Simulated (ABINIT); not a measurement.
# A GW chain in ABINIT: MgO (Periclase), part 3 of 3

Wanted: ground state, empty states, screening and self-energy for MgO (Periclase).

ABINIT 10.8.3; PBE and many-body steps on it, plane waves. Known limits of the many-body steps: not at the basis limit.

So far. Step 4 (Empty states on the mesh, 6×6×6 mesh, 58 bands): On this mesh the gap is 4.733 eV. Step 5 (Screening, 6×6×6 mesh, 50 bands, screening to 163.3 eV): Local fields lower ε∞ by 7 %.

The database entry behind the starting cell differs from later determinations by our own check (about 0.1 % long), so it need not match the best structure at ambient conditions.

## Step 6: Self-energy, 6×6×6 mesh, 50 bands, screening to 163.3 eV

The self-energy is evaluated for the states that the input lists, and the levels follow from it, in one-shot runs by the linearised quasiparticle equation.

This step: G0W0 on PBE, plane waves, norm-conserving pseudopotentials.

File run.abi:

```
acell 3*1.0 Angstrom
rprim 
  -0.000000000000 2.108500000000 2.108500000000
  2.108500000000 0.000000000000 2.108500000000
  2.108500000000 2.108500000000 0.000000000000
ntypat 2
znucl 12 8
natom 2
typat 1 2
xred 
  0.000000000000 0.000000000000 0.000000000000
  0.500000000000 0.500000000000 0.500000000000
pp_dirpath "pseudos"
pseudos "Mg.upf, O.upf"
ecut 38
ngkpt 6 6 6
nshiftk 1
shiftk 0 0 0
kptopt 1
chksymbreak 0
istwfk *1
occopt 1
irdwfk 1
optdriver 4
nband 50
gwcalctyp 0
ecutsigx 38
symsigma 1
nkptgw 1
kptgw 
  0.0000000000 0.0000000000 0.0000000000
bdgw 
  6 12
ecuteps 6
irdscr 1
ppmodel 1
indata_prefix "in"
outdata_prefix "out"
tmpdata_prefix "tmp"
```

On the command line:

```bash
$ OMP_NUM_THREADS=1 mpirun -n 8 abinit run.abi > log
```

Numbers of over 12 decimals in the logs are rounded to 6 here.

The program printed:

```text
.Version 10.8.3 of ABINIT. v10.8.2 released Aug 2026.

 Symmetries : space group Fm -3 m (#225); Bravais cF (face-center cubic)
[... echo of the input left out ...]
== DATASET  1 ==================================================================
-   mpi_nproc: 8, omp_nthreads: 1 (-1 if OMP is not activated)

--- !DatasetInfo
iteration_state: {dtset: 1, }
dimensions: {natom: 2, nkpt: 16, mband: 50, nsppol: 1, nspinor: 1, nspden: 1, mpw: 1430, }
cutoff_energies: {ecut:  38.0, pawecutdg:  -1.0, }
electrons: {nelect:   1.60000000E+01, charge:   0.00000000E+00, occopt:   1.00000000E+00, tsmear:   1.00000000E-02, }

 SIGMA: Calculation of the GW corrections

 Based on a program developped by R.W. Godby, V. Olevano, G. Onida, and L. Reining.
 Incorporated in ABINIT by V. Olevano, G.-M. Rignanese, and M. Torrent.
.Using double precision arithmetic ; gwpc =  8

[... cell and pseudopotentials left out ...]
--------------------------------------------------------------------------------

 ==== K-mesh for the wavefunctions ====
 Number of points in the irreducible wedge :    16
[... list of points left out ...]
 Together with 48 symmetry operations and time-reversal symmetry
 yields   216 points in the full Brillouin Zone.

 ==== Q-mesh for screening function ====
 Number of points in the irreducible wedge :    16
[... list of points left out ...]
 Together with 48 symmetry operations and time-reversal symmetry
 yields   216 points in the full Brillouin Zone.

 vcoul_init : cutoff-mode = AUXILIARY_FUNCTION
 q-points for optical limit:   1
     1)      0.000010    0.000020    0.000030
 setmesh: FFT mesh size selected  =    32x   32x   32
          total number of points  =        32768

 Number of electrons calculated from density =   16.0000; Expected =   16.0000
 average of density, n =  0.126466
 r_s =    1.2359
 omega_plasma =   34.3038 [eV]

 === KS Band Gaps ===
  >>>> For spin  1
   Minimum direct gap =   4.7331 [eV], located at k-point      :   0.0000  0.0000  0.0000
   Fundamental gap    =   4.7331 [eV], Top of valence bands at :   0.0000  0.0000  0.0000
                                       Bottom of conduction at :   0.0000  0.0000  0.0000
 SIGMA fundamental parameters:
 PLASMON POLE MODEL  1
 number of plane-waves for SigmaX                 1411
 number of plane-waves for SigmaC and W             89
 number of plane-waves for wavefunctions          1411
 number of bands                                    50
 number of independent spin polarizations            1
 number of spinorial components                      1
 number of k-points in IBZ                          16
 number of q-points in IBZ                          16
 number of symmetry operations                      48
 number of k-points in BZ                          216
 number of q-points in BZ                          216
 number of frequencies for dSigma/dE                 9
 frequency step for dSigma/dE [eV]                0.25
 number of omega for Sigma on real axis              0
 max omega for Sigma on real axis  [eV]           0.00
 zcut for avoiding poles [eV]                     0.10

 EPSILON^-1 parameters (SCR file):
 dimension of the eps^-1 matrix on file             89
 dimension of the eps^-1 matrix used                89
 number of plane-waves for wavefunctions          1411
 number of bands                                    50
 number of q-points in IBZ                          16
 number of frequencies                               2
 number of real frequencies                          1
 number of imag frequencies                          1

 matrix elements of self-energy operator (all in [eV])

 Perturbative Calculation

--- !SelfEnergy_ee
iteration_state: {dtset: 1, }
kpoint     : [   0.000,    0.000,    0.000, ]
spin       : 1
KS_gap     :    4.733
QP_gap     :    6.875
Delta_QP_KS:    2.142
data: !SigmaeeData |
     Band     E0 <VxcDFT>   SigX SigC(E0)      Z dSigC/dE  Sig(E)    E-E0       E
        6   4.693 -20.107 -25.567   4.098   0.809  -0.236 -21.209  -1.102   3.592
        7   4.693 -20.107 -25.567   4.098   0.809  -0.236 -21.209  -1.102   3.592
        8   4.693 -20.107 -25.567   4.098   0.809  -0.236 -21.209  -1.102   3.592
        9   9.426 -13.453  -8.885  -3.353   0.856  -0.168 -12.412   1.040  10.466
       10  20.632  -9.568  -3.679  -4.453   0.863  -0.159  -8.329   1.239  21.871
       11  20.632  -9.568  -3.679  -4.453   0.863  -0.159  -8.329   1.239  21.871
       12  20.632  -9.568  -3.679  -4.453   0.863  -0.159  -8.329   1.239  21.871

== END DATASET(S) ==============================================================
================================================================================

 -outvars: echo values of variables after computation  --------
           etotal      0.0000000000E+00
            nband          50
             nkpt          16
          spgroup         225
 [... the other variables as echoed above ...]

 Calculation completed.
```

Elapsed: 3.5 s, on 8 MPI ranks of Arm Neoverse N1, shared host; peak memory 0.79 GiB; 27 s of CPU time.

Numbers from this step:

```yaml
g0w0_gap_on_the_points_computed: 6.874 eV
starting_gap_on_the_mesh: 4.733 eV
k_of_the_valence_top: 0, 0, 0
k_of_the_conduction_bottom: 0, 0, 0
z_at_the_valence_top: 0.809
z_at_the_conduction_bottom: 0.856
least_direct_g0w0_gap_on_the_computed_points: 6.874 eV
```

The gap on the mesh goes from 4.73 eV to 6.87 eV, a correction of +2.14 eV.

Limits: finite bands, cutoff and mesh. v1 is the top filled band, c1 the lowest empty one. The levels before and after the correction (eV, zero at the valence-band top of each column):

```
           conduction bottom  valence top
Kohn-Sham               4.73         0.00
     G0W0               6.87         0.00
```

```csv
,level,energy (eV)
Kohn-Sham,Γ v3-v1,0.000
Kohn-Sham,Γ c1,4.733
Kohn-Sham,Γ c2-c4,15.939
G0W0,Γ v3-v1,0.000
G0W0,Γ c1,6.874
G0W0,Γ c2-c4,18.279
```

## Step 7: Where the time went

Times are wall times on 8 MPI ranks of Arm Neoverse N1, shared host, good to a factor of about two.

| step | time | share | memory (GiB) |
| --- | --- | --- | --- |
| ground state | 4.8 s | 9 % | 0.48 |
| bands along the symmetry lines | 4 s | 8 % | 0.45 |
| empty states on the mesh | 10 s | 19 % | 1.4 |
| screening | 31 s | 58 % | 1.0 |
| self-energy | 3.5 s | 7 % | 0.79 |

## Step 8: Results

```json
{"PBE gap": "4.73 eV, direct", "G0W0 gap on the mesh": "6.87 eV", "GW settings": "6×6×6 mesh, 50 bands, screening to 163.3 eV, Godby-Needs plasmon pole", "known limits": "not at the basis limit"}
```

In words: G0W0 moves the gap on the mesh from 4.73 eV to 6.87 eV (+2.14 eV), with Z of 0.81 and 0.86 at the edges. Local fields lower the RPA ε∞ on this mesh from 3.25 to 3.03. Only 1 of the mesh's irreducible points was corrected, so a valley elsewhere could overtake. The dearest step here is «screening». Bands and cutoff are finite, so the gap is not at the basis limit. The miss can reach some tenths of an eV and take either sign; the mesh is an error of its own. In the G0W0 run levels were corrected at 1 k point alone, so a gap called «on the mesh» is the least over those, and an edge elsewhere would be missed.

[Paths, hosts, dates, memory and timing lines, banners, echoed tables and standing remarks are left out of the program output.]

[Logs are printed without paths, hosts, clocks, repeated set-up lines and the standing remarks that a program may print on its own settings, such as how far it seeks lower states.]

[Runs of the session that timed out or met a known fault of the program may be left out.]

[Hosts, paths, dates, database ids (printed as entryN), source tags and the programs' standing remarks are cut or masked in the printed files.]

[G0W0 gaps are taken among the corrected bands and points alone; a level outside them can change the order at an edge.]

[Where Ansatz stands beside ABINIT at settings called matched, ABINIT's density can come from a denser mesh and the files from another edition; pairs whose starting gaps differed by over 0.03 eV were left out, so agreement reads better than it is.]
